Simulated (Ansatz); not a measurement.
# Li on Pd(110): change of the work function

Aim: the work function of Pd(110) at several coverages of Li (longbridge site), and the dipole that each adsorbate carries.

Calculated with Ansatz 0.2.0; plane-wave DFT, PBE-D3(BJ), Ansatz PAW.

Report form: the programs' logs are mostly left out.

### Step 1. Set-up

The cell holds 5 atoms: 5 Pd. Its edges and angles: a = 3.890 Å, b = 2.751 Å, c = 23.501 Å, α = 90.0°, β = 90.0°, γ = 90.0°. Vacuum lies along c.

### Step 2. The clean slab

The bare slab comes first, as the zero from which every change is counted. The two lowest layers are held at bulk places and the upper ones relax. The dipole correction removes the false field that a one-sided slab makes across the periodic vacuum, so each face gets a flat vacuum level of its own.

The input, input.yaml:

```yaml
crystal:
  lattice:
    - [3.89, 0.0, 0.0]
    - [0.0, 2.7506453788, 0.0]
    - [0.0, 0.0, 23.5012907576]
  atoms:
    - { symbol: Pd, position: [0.0, 0.0, 0.3829576891] }
    - { symbol: Pd, position: [0.5, 0.5, 0.4414788446] }
    - { symbol: Pd, position: [0.0, 0.0, 0.5] }
    - { symbol: Pd, position: [0.5, 0.5, 0.5585211554] }
    - { symbol: Pd, position: [0.0, 0.0, 0.6170423109] }
kpoints:
  mp_grid: { grid: [8, 11, 1] }
hamiltonian:
  xc: pbe
  dispersion: d3bj
scf:
  occupations: { method: fermi_dirac, width: 0.1 }
  convergence: { dr2_threshold: 1.0e-08 }
efield:
  axis: 3
  dipole_correction: true
  ramp_position: 0.97
  ramp_width: 0.06
relax:
  f_tol: 0.02
  max_steps: 60
  constraints: [{ sites: [0, 1] }]
output:
  write_potential: true
  write_density: true
  volumetric_format: npy
```

The run is started by

```sh
ansatz run input.yaml --threads 4 --pin off --max-ram 12288MiB --backend cpu --events-out ev --progress --plain --runs-dir out
```

The job ended after 33 s (4 threads of Arm Neoverse V1, shared host; peak memory 0.71 GiB).

The steps of the relaxation:

```tsv
step	energy less that of the first step (eV)	largest force component (eV/Å)
1	0.0000	0.5392
2	-0.0214	0.1039
3	-0.0228	0.0047
```

Forces are held to the 4 operations that the run works with; a distortion that breaks them can't arise in this run.

The atoms that moved most (Å):

```tsv
atom	dx	dy	dz	length
Pd4	0.000	0.000	0.069	0.069
Pd5	0.000	0.000	-0.028	0.028
```

Numbers from this step:

| Item | Value |
| --- | --- |
| energy at zero smearing | -34864.3209 eV |
| work function, upper face | 4.732 eV |
| dipole along the normal | -8.69e-4 e·Å |

Running mean over 1.375 Å of the planar mean; the ramp of the sawtooth is left out. Table of electron's electrostatic potential energy less the Fermi level by z:

```tsv
z (Å)	electron's electrostatic potential energy less the Fermi level (eV)
3.0	4.72
3.5	4.72
4.0	4.72
4.5	4.72
5.0	4.72
5.5	4.71
6.0	4.70
6.5	4.65
7.0	4.48
7.5	3.75
8.0	0.907
8.5	-3.85
9.0	-7.22
9.5	-8.19
10.0	-8.41
10.5	-8.53
11.0	-8.57
11.5	-8.51
12.0	-8.21
12.5	-8.02
13.0	-8.44
13.5	-9.17
14.0	-9.15
14.5	-7.58
15.0	-3.70
15.5	1.12
16.0	3.83
16.5	4.51
17.0	4.67
17.5	4.72
18.0	4.73
18.5	4.73
19.0	4.73
19.5	4.73
20.0	4.73
20.5	4.73
```

The relaxation took 3 steps and lowered the energy by 0.023 eV; the largest force on the free atoms ends at 0.0047 eV/Å.

The work function of the upper face is 4.73 eV.

### Step 3. Adsorbate added, k-mesh 4×6×1, coverage 0.25 ML

System of this step: Li/Pd(110). The cell holds 21 atoms: 20 Pd and 1 Li. Its edges and angles: a = 7.780 Å, b = 5.501 Å, c = 25.492 Å, α = 90.0°, β = 90.0°, γ = 90.0°. Vacuum lies along c.

The clean slab as it ended is repeated in the plane and the adsorbate is set on one face; the cell's size fixes the coverage, and the k-mesh shrinks with it to keep the sampling density about even. Adsorbate and upper layers relax, since the dipole depends on the height.

The input, input.yaml:

```yaml
crystal:
  lattice:
    - [7.78, 0.0, 0.0]
    - [0.0, 5.5012907576, 0.0]
    - [0.0, 0.0, 25.492282176]
  atoms:
    - { symbol: Pd, position: [0.0, 0.0, 0.3530480299] }
    - { symbol: Pd, position: [0.25, 0.25, 0.4069985817] }
    - { symbol: Pd, position: [0.0, 0.0, 0.4611240538] }
    - { symbol: Pd, position: [0.25, 0.25, 0.5176243473] }
    - { symbol: Pd, position: [0.0, 0.0, 0.5677493308] }
    - { symbol: Pd, position: [0.0, 0.5, 0.3530480299] }
    - { symbol: Pd, position: [0.25, 0.75, 0.4069985817] }
    - { symbol: Pd, position: [0.0, 0.5, 0.4611240538] }
    - { symbol: Pd, position: [0.25, 0.75, 0.5176243473] }
    - { symbol: Pd, position: [0.0, 0.5, 0.5677493308] }
    - { symbol: Pd, position: [0.5, 0.0, 0.3530480299] }
    - { symbol: Pd, position: [0.75, 0.25, 0.4069985817] }
    - { symbol: Pd, position: [0.5, 0.0, 0.4611240538] }
    - { symbol: Pd, position: [0.75, 0.25, 0.5176243473] }
    - { symbol: Pd, position: [0.5, 0.0, 0.5677493308] }
    - { symbol: Pd, position: [0.5, 0.5, 0.3530480299] }
    - { symbol: Pd, position: [0.75, 0.75, 0.4069985817] }
    - { symbol: Pd, position: [0.5, 0.5, 0.4611240538] }
    - { symbol: Pd, position: [0.75, 0.75, 0.5176243473] }
    - { symbol: Pd, position: [0.5, 0.5, 0.5677493308] }
    - { symbol: Li, position: [0.25, 0.0, 0.6469519701] }
kpoints:
  mp_grid: { grid: [4, 6, 1] }
hamiltonian:
  xc: pbe
  dispersion: d3bj
scf:
  occupations: { method: fermi_dirac, width: 0.1 }
  convergence: { dr2_threshold: 1.0e-08 }
efield:
  axis: 3
  dipole_correction: true
  ramp_position: 0.97
  ramp_width: 0.06
relax:
  f_tol: 0.02
  max_steps: 60
  constraints: [{ sites: [0, 1, 5, 6, 10, 11, 15, 16] }]
output:
  bader: true
  dos: { projected: true, e_range: [-8, 4] }
  write_potential: true
  write_density: true
  volumetric_format: npy
  elf: true
```

Run time: 13 min. Hardware: 4 threads; peak memory 5.8 GiB; 50 min of CPU time.

Step by step:

```tsv
step	energy less that of the first step (eV)	largest force component (eV/Å)
1	0.0000	1.0979
2	-0.2195	0.8586
3	-0.3687	0.5691
4	-0.4709	0.2993
5	-0.5191	0.1098
6	-0.5238	0.0098
```

Forces are held to the 4 operations that the run works with; a distortion that breaks them can't arise in this run.

The atoms that moved most (Å):

```tsv
atom	dx	dy	dz	length
Li21	0.000	0.000	-0.806	0.806
Pd5	-0.147	0.000	-0.011	0.148
Pd15	0.147	0.000	-0.011	0.148
Pd9	0.000	0.008	0.084	0.084
Pd4	0.000	-0.008	0.084	0.084
Pd14	0.000	0.030	-0.076	0.081
Pd19	0.000	-0.030	-0.076	0.081
Pd20	0.035	0.000	0.040	0.054
```

Final coordinates:

```
Pd Li
1.0
     7.78000    0.00000    0.00000
     0.00000    5.50129    0.00000
     0.00000    0.00000   25.49228
Pd Li
20 1
Direct
  0.00000 0.00000 0.35305
  0.25000 0.25000 0.40700
  0.00417 0.00000 0.46094
  0.25000 0.24853 0.52092
  0.98105 0.00000 0.56733
  0.00000 0.50000 0.35305
  0.25000 0.75000 0.40700
  0.00493 0.50000 0.46149
  0.25000 0.75147 0.52092
  0.99549 0.50000 0.56934
  0.50000 0.00000 0.35305
  0.75000 0.25000 0.40700
  0.49583 0.00000 0.46094
  0.75000 0.25540 0.51465
  0.51895 0.00000 0.56733
  0.50000 0.50000 0.35305
  0.75000 0.75000 0.40700
  0.49507 0.50000 0.46149
  0.75000 0.74460 0.51465
  0.50451 0.50000 0.56934
  0.25000 0.00000 0.61533
```

This step gave:

```yaml
energy_at_zero_smearing: -139663.5507 eV
work_function_upper_face: 3.739 eV
work_function_lower_face: 4.714 eV
dipole_along_the_normal: 0.2304 e·Å
step_between_the_vacuum_levels: -0.9742 eV
```

Running mean over 1.375 Å of the planar mean; the ramp of the sawtooth is left out. The electron's electrostatic potential energy less the Fermi level by z:

```tsv
z (Å)	electron's electrostatic potential energy less the Fermi level (eV)
3.0	4.71
3.5	4.71
4.0	4.71
4.5	4.71
5.0	4.71
5.5	4.71
6.0	4.70
6.5	4.65
7.0	4.47
7.5	3.75
8.0	0.905
8.5	-3.85
9.0	-7.21
9.5	-8.19
10.0	-8.39
10.5	-8.50
11.0	-8.53
11.5	-8.50
12.0	-8.23
12.5	-8.00
13.0	-8.34
13.5	-9.04
14.0	-9.13
14.5	-7.86
15.0	-4.53
15.5	-0.230
16.0	2.36
16.5	3.23
17.0	3.59
17.5	3.69
18.0	3.72
18.5	3.73
19.0	3.74
19.5	3.74
20.0	3.74
20.5	3.74
21.0	3.74
21.5	3.74
22.0	3.74
22.5	3.74
```

The density of states has structure finer than the step of the table below, so its rows give means over 0.25 eV, whole bins alone (the curve runs from -8 to 1.98 eV). Peaks (eV: height): -3.220: 66.0, -2.260: 73.3, -2.170: 62.8, -2.050: 65.2, -1.170: 66.2, -0.510: 60.0, 0.030: 58.7.

Density of states against energy, zero at the Fermi level; means over each step:

```tsv
energy (eV)	density of states (states/eV a cell)
-6.50	0.00206
-6.25	1.26
-6.00	1.65
-5.75	1.88
-5.50	2.02
-5.25	2.40
-5.00	6.45
-4.75	24.4
-4.50	36.4
-4.25	30.4
-4.00	35.6
-3.75	33.1
-3.50	26.7
-3.25	43.4
-3.00	43.4
-2.75	34.2
-2.50	44.9
-2.25	53.6
-2.00	48.5
-1.75	30.0
-1.50	44.3
-1.25	50.4
-1.00	39.7
-0.75	46.0
-0.50	48.1
-0.25	51.6
0.00	48.1
0.25	11.6
0.50	5.48
0.75	6.66
1.00	6.20
1.25	5.76
1.50	5.08
1.75	5.14
```

Projected DOS per atom over height of the atomic layer and energy from the Fermi level. Layers: Pd4 Pd4 Pd4 Pd4 Pd4 Li from below.

Ten even steps from '0' (0.00 states/eV) to '9' (3.06 states/eV), each cell a mean:
```
000000
000000
000000
000000
777660
974780
865670
946490
744570
878680
565550
684760
254640
258620
158511
001000
000000
000000
000000
000000
000000
000000
```
Columns: height of the atomic layer (Å) from 9 to 15.7 (not evenly spaced); rows upwards: energy from the Fermi level (eV) from -7.96 to 1.95.

Electrostatic potential energy in the ca plane at fractional y = 0.000, with atoms of Pd and Li within 0.2 Å of it. With pseudopotentials it is smooth inside the atoms' cores, unlike the true potential.

Values in eV, 11 rows by 16 columns, each cell a mean:
```
  5 -22 -34   1 -32 -23  -4 -46 -15   6   6   6   6   6   6   6
  6   2   0   4   1   2   3  -7   2   7   7   7   6   6   6   6
  7   7   6   3   5   5   4   6   7   7   7   7   6   6   6   6
  7   4   3   4   3   4   4  -1   4   7   7   7   6   6   6   6
  5 -16 -26   2 -23 -16  -2 -40 -11   6   7   6   6   6   6   6
  5 -31 -44  -1 -43 -34  -5 -48 -16   5   6   6   6   6   6   6
  6  -8 -15   3 -16 -10   3 -10  -1   3   5   6   6   6   6   6
  7   6   5   4   4   5   4   4 -13  -7   4   6   6   6   6   6
  7   6   5   3   5   5   3   4 -17 -10   4   6   6   6   6   6
  6  -3  -7   4  -8  -4   4  -3  -1   2   5   6   6   6   6   6
  5 -29 -41  -1 -41 -31  -3 -43 -13   5   6   6   6   6   6   6
```
Columns run along c (16.0 Å, from fractional 0.28 to 0.91 of the cell; values clipped at the 3rd and 97th percentile), rows up along a (7.8 Å). Atoms in or near the plane, at fractional coordinates: Pd at (0.35, 0.00), Pd at (0.46, 0.00), Pd at (0.57, 0.98), Pd at (0.35, 0.50), Pd at (0.46, 0.50), Pd at (0.57, 0.52), Li at (0.62, 0.25).

ELF in the ca plane at fractional y = 0.000, with atoms of Pd and Li within 0.2 Å of it. It is the smooth field of the valence electrons, not physical close to the nuclei.

Ten even steps from '0' (0.00 × 1e-1) to '9' (9.88 × 1e-1), each cell a mean:
```
00135444322444542235335311100000000000000000
00124553221245421224554211000000000000000000
00112222222122212222332110000000000000000000
00001112222111112221111100000000000000000000
00001111221111111221111000000000000000000000
00001111221111111221111000000000000000000000
00011112222111112221111100000000000000000000
00112222222122212222332110000000000000000000
00124553221245421224554211000000000000000000
00135444322444442235335321100000000000000000
00135335322443442235445322110000000000000000
00135554222354531224554332211000000000000000
00113442222234321222333221110000000000000000
00011122222122112222221000000000000000000000
00001111222111112222220485000000000000000000
00000111222111111222210899200000000000000000
00001111222111112222220475000000000000000000
00011222222122212222221100000000000000000000
00113442222234321222333221110000000000000000
00135554222354531224554332211000000000000000
00145335322442442235445322110000000000000000
```
Columns run along c (16.0 Å, from fractional 0.28 to 0.91 of the cell), rows up along a (7.8 Å). Atoms in or near the plane, at fractional coordinates: Pd at (0.35, 0.00), Pd at (0.46, 0.00), Pd at (0.57, 0.98), Pd at (0.35, 0.50), Pd at (0.46, 0.50), Pd at (0.57, 0.52), Li at (0.62, 0.25).

Valence density in the ca plane at fractional y = 0.000, with atoms of Pd and Li within 0.2 Å of it. It is the smooth field of the valence electrons, not physical close to the nuclei.

Values in units of 1e0 e/Å³, 11 rows by 16 columns, each cell a mean:
```
0.1 3.3 5.5 0.4 4.8 3.3 0.8 9.0 2.0 0.0 0.0 0.0 0.0 0.0 0.0 0.0
0.0 0.2 0.4 0.2 0.4 0.3 0.3 0.9 0.2 0.0 0.0 0.0 0.0 0.0 0.0 0.0
0.0 0.0 0.1 0.3 0.2 0.2 0.2 0.1 0.0 0.0 0.0 0.0 0.0 0.0 0.0 0.0
0.0 0.1 0.3 0.2 0.2 0.2 0.2 0.4 0.1 0.0 0.0 0.0 0.0 0.0 0.0 0.0
0.0 2.2 3.8 0.3 3.3 2.2 0.6 6.9 1.5 0.0 0.0 0.0 0.0 0.0 0.0 0.0
0.1 5.2 8.5 0.5 8.1 5.7 0.8 9.6 2.2 0.0 0.0 0.0 0.0 0.0 0.0 0.0
0.0 1.1 1.9 0.3 2.1 1.4 0.3 1.2 0.4 0.0 0.0 0.0 0.0 0.0 0.0 0.0
0.0 0.1 0.2 0.2 0.2 0.2 0.2 0.2 1.4 0.5 0.0 0.0 0.0 0.0 0.0 0.0
0.0 0.1 0.2 0.3 0.2 0.2 0.3 0.2 2.3 0.8 0.0 0.0 0.0 0.0 0.0 0.0
0.0 0.6 1.0 0.2 1.1 0.8 0.2 0.6 0.3 0.0 0.0 0.0 0.0 0.0 0.0 0.0
0.1 4.6 7.6 0.4 7.4 5.1 0.7 7.7 1.8 0.0 0.0 0.0 0.0 0.0 0.0 0.0
```
Columns run along c (16.0 Å, from fractional 0.28 to 0.91 of the cell), rows up along a (7.8 Å). Atoms in or near the plane, at fractional coordinates: Pd at (0.35, 0.00), Pd at (0.46, 0.00), Pd at (0.57, 0.98), Pd at (0.35, 0.50), Pd at (0.46, 0.50), Pd at (0.57, 0.52), Li at (0.62, 0.25).

The relaxation took 6 steps and lowered the energy by 0.52 eV; the largest force on the free atoms ends at 0.0098 eV/Å.

By hand: a sheet of dipoles makes a step −p/(ε₀A) in the electron's potential. With e/ε₀ = 180.95 V·Å, p = 0.2304 e·Å and A = 42.80 Å², that is −180.95 × (0.2304) / 42.80 = -0.974 eV, and the two vacuum levels of the run differ by -0.974 eV.

The covered face has 3.74 eV, -0.99 eV against the clean one; the bare back face has moved by -0.00 eV, a measure of how thin the slab is.

### Step 4. Adsorbate added, k-mesh 4×6×1, coverage 0.5 ML

System of this step: Li/Pd(110). The cell holds 22 atoms: 20 Pd and 2 Li. Its edges and angles: a = 7.780 Å, b = 5.501 Å, c = 25.492 Å, α = 90.0°, β = 90.0°, γ = 90.0°. Vacuum lies along c.

Another coverage, to see how the dipoles act on each other as their distance changes.

input.yaml, as its differences from that of step 3:

```diff
@@ -27,2 +27,3 @@
     - { symbol: Li, position: [0.25, 0.0, 0.6469519701] }
+    - { symbol: Li, position: [0.75, 0.5, 0.6469519701] }
 kpoints:
@@ -50,2 +51 @@
   volumetric_format: npy
-  elf: true
```

The job ended after 14 min (4 threads; peak memory 5.9 GiB).

Step by step:

```tsv
step	energy less that of the first step (eV)	largest force component (eV/Å)
1	0.0000	1.0729
2	-0.4811	0.8550
3	-0.7859	0.5463
4	-0.9689	0.2619
5	-1.0455	0.0765
6	-1.0484	0.0237
7	-1.0487	0.0017
```

Forces are held to the 8 operations that the run works with; a distortion that breaks them can't arise in this run.

The atoms that moved most (Å):

```tsv
atom	dx	dy	dz	length
Li22	0.000	0.000	-0.814	0.814
Li21	0.000	0.000	-0.814	0.814
Pd5	-0.142	0.000	0.034	0.147
Pd10	0.142	0.000	0.034	0.147
Pd20	-0.142	0.000	0.034	0.147
Pd15	0.142	0.000	0.034	0.147
Pd19	0.000	-0.046	-0.004	0.046
Pd14	0.000	0.046	-0.004	0.046
```

The relaxed structure:

```
Pd Li
1.0
     7.78000    0.00000    0.00000
     0.00000    5.50129    0.00000
     0.00000    0.00000   25.49228
Pd Li
20 2
Direct
  0.00000 0.00000 0.35305
  0.25000 0.25000 0.40700
  0.99891 0.00000 0.46119
  0.25000 0.24172 0.51748
  0.98168 0.00000 0.56910
  0.00000 0.50000 0.35305
  0.25000 0.75000 0.40700
  0.00109 0.50000 0.46119
  0.25000 0.75828 0.51748
  0.01832 0.50000 0.56910
  0.50000 0.00000 0.35305
  0.75000 0.25000 0.40700
  0.50109 0.00000 0.46119
  0.75000 0.25828 0.51748
  0.51832 0.00000 0.56910
  0.50000 0.50000 0.35305
  0.75000 0.75000 0.40700
  0.49891 0.50000 0.46119
  0.75000 0.74172 0.51748
  0.48168 0.50000 0.56910
  0.25000 0.00000 0.61502
  0.75000 0.50000 0.61502
```

Numbers from this step:

| Property | Result |
| --- | --- |
| energy at zero smearing | -139869.7548 eV |
| work function, upper face | 3.245 eV |
| work function, lower face | 4.763 eV |
| dipole along the normal | 0.3590 e·Å |
| step between the vacuum levels | -1.518 eV |

The density of states has structure finer than the step of the table below, so its rows give means over 0.25 eV, whole bins alone (the curve runs from -8 to 1.98 eV). Peaks (eV: height): -3.220: 67.0, -2.290: 75.0, -2.230: 63.1, -2.080: 79.1, -1.950: 60.2, -1.200: 73.4, -0.900: 59.7.

The density of states by energy, zero at the Fermi level; means over each step:

```tsv
energy (eV)	density of states (states/eV a cell)
-6.50	0.00624
-6.25	1.34
-6.00	1.61
-5.75	1.90
-5.50	2.03
-5.25	2.39
-5.00	6.29
-4.75	24.5
-4.50	37.2
-4.25	29.7
-4.00	37.7
-3.75	35.0
-3.50	27.1
-3.25	46.5
-3.00	42.7
-2.75	33.8
-2.50	47.1
-2.25	54.9
-2.00	48.7
-1.75	30.7
-1.50	44.7
-1.25	49.6
-1.00	44.6
-0.75	45.6
-0.50	46.5
-0.25	51.3
0.00	47.3
0.25	10.7
0.50	5.92
0.75	6.37
1.00	6.07
1.25	6.41
1.50	5.16
1.75	7.14
```

Projected DOS per atom over height of the atomic layer and energy from the Fermi level. Layers: Pd4 Pd4 Pd4 Pd4 Pd4 Li2 from below.

Ten even steps from '_' (0.00 states/eV) to '@' (3.02 states/eV), each cell a mean:
```
____________
____________
____________
____________
######**++__
@@##++####__
%%**++**%%__
@@==**++@@__
%%==++==##__
%%##%%**%%__
++**++++**__
**%%==##**__
::++==**==__
::++%%**--__
..++%%**::__
____..______
____________
____________
____________
____________
____________
____________
```
Columns: height of the atomic layer (Å) from 9 to 15.7 (not evenly spaced); rows upwards: energy from the Fermi level (eV) from -7.96 to 1.95.

The relaxation took 7 steps and lowered the energy by 1.0 eV; the largest force on the free atoms ends at 0.0017 eV/Å.

The covered face has 3.24 eV, -1.49 eV against the clean one; the bare back face has moved by +0.05 eV, a measure of how thin the slab is.

### Step 5. The covered slab, k-mesh 8×11×1, coverage 1 ML

System of this step: Li/Pd(110). The cell holds 6 atoms: 5 Pd and 1 Li. Its edges and angles: a = 3.890 Å, b = 2.751 Å, c = 25.492 Å, α = 90.0°, β = 90.0°, γ = 90.0°. Vacuum lies along c.

input.yaml, the sections that differ from step 4:

```yaml
crystal:
  lattice:
    - [3.89, 0.0, 0.0]
    - [0.0, 2.7506453788, 0.0]
    - [0.0, 0.0, 25.492282176]
  atoms:
    - { symbol: Pd, position: [0.0, 0.0, 0.3530480299] }
    - { symbol: Pd, position: [0.5, 0.5, 0.4069985817] }
    - { symbol: Pd, position: [0.0, 0.0, 0.4611240538] }
    - { symbol: Pd, position: [0.5, 0.5, 0.5176243473] }
    - { symbol: Pd, position: [0.0, 0.0, 0.5677493308] }
    - { symbol: Li, position: [0.5, 0.0, 0.6469519701] }
kpoints:
  mp_grid: { grid: [8, 11, 1] }
relax:
  f_tol: 0.02
  max_steps: 60
  constraints: [{ sites: [0, 1] }]
output:
  bader: true
  write_potential: true
  write_density: true
  volumetric_format: npy
# hamiltonian, scf, efield: as in step 4
```

It took 76 s on 4 threads; peak memory 0.8 GiB; 5 min of CPU time.

Relaxation path:

```tsv
step	energy less that of the first step (eV)	largest force component (eV/Å)
1	0.0000	0.9226
2	-0.2280	0.7017
3	-0.3430	0.3628
4	-0.3882	0.0720
5	-0.3916	0.0086
```

The run keeps the 4 symmetry operations that it works with, so distortions that break them were not tested.

The atoms that moved most (Å):

```tsv
atom	dx	dy	dz	length
Li6	0.000	0.000	-0.653	0.653
Pd5	0.000	0.000	0.025	0.025
Pd4	0.000	0.000	0.022	0.022
```

Final coordinates:

```cif
data_structure
_symmetry_space_group_name_H-M 'P 1'
_symmetry_Int_Tables_number 1
_cell_length_a 3.8900
_cell_length_b 2.7506
_cell_length_c 25.4923
_cell_angle_alpha 90.000
_cell_angle_beta 90.000
_cell_angle_gamma 90.000
_cell_volume 272.77
loop_
_atom_site_label
_atom_site_type_symbol
_atom_site_fract_x
_atom_site_fract_y
_atom_site_fract_z
_atom_site_occupancy
Pd1 Pd 0.00000 0.00000 0.35305 1
Pd2 Pd 0.50000 0.50000 0.40700 1
Pd3 Pd 0.00000 0.00000 0.46120 1
Pd4 Pd 0.50000 0.50000 0.51850 1
Pd5 Pd 0.00000 0.00000 0.56872 1
Li6 Li 0.50000 0.00000 0.62132 1
```

Running mean over 1.375 Å of the planar mean; the ramp of the sawtooth is left out. Electron's electrostatic potential energy less the Fermi level against z:

z (Å), electron's electrostatic potential energy less the Fermi level (eV) and a bar from the least value:
```
        3       4.87 ##############################
        4       4.87 ##############################
        5       4.87 ##############################
        6       4.85 ##############################
        7       4.61 #############################
        8       0.98 ######################
        9      -7.21 #####
       10      -8.40 ##
       11      -8.51 ##
       12      -8.06 ###
       13      -8.32 ##
       14      -9.39 
       15      -5.97 #######
       16      -1.19 #################
       17       1.80 ########################
       18       2.75 ##########################
       19       2.91 ##########################
       20       2.93 ##########################
       21       2.94 ##########################
       22       2.94 ##########################
```

The relaxation took 5 steps and lowered the energy by 0.39 eV; the largest force on the free atoms ends at 0.0086 eV/Å.

The covered face has 2.94 eV, -1.79 eV against the clean one; the bare back face has moved by +0.15 eV, a measure of how thin the slab is.

[end of part 1 of 2]

[Logs are printed without paths, hosts, clocks, repeated set-up lines and the standing remarks that a program may print on its own settings, such as how far it seeks lower states.]

[Hosts, paths, dates, database ids (printed as entryN), source tags and the programs' standing remarks are cut or masked in the printed files.]

[Maps of the electrostatic potential energy from Ansatz leave out the sawtooth potential of an applied field or a dipole correction, so their vacuum need not be flat; planar profiles and work functions include it.]

[The density of states shown here was stored with 400 of the rows of the run's finer table, so its peaks can read low, often by over a quarter, or be missed, and its means over a window can be off by a tenth or more.]
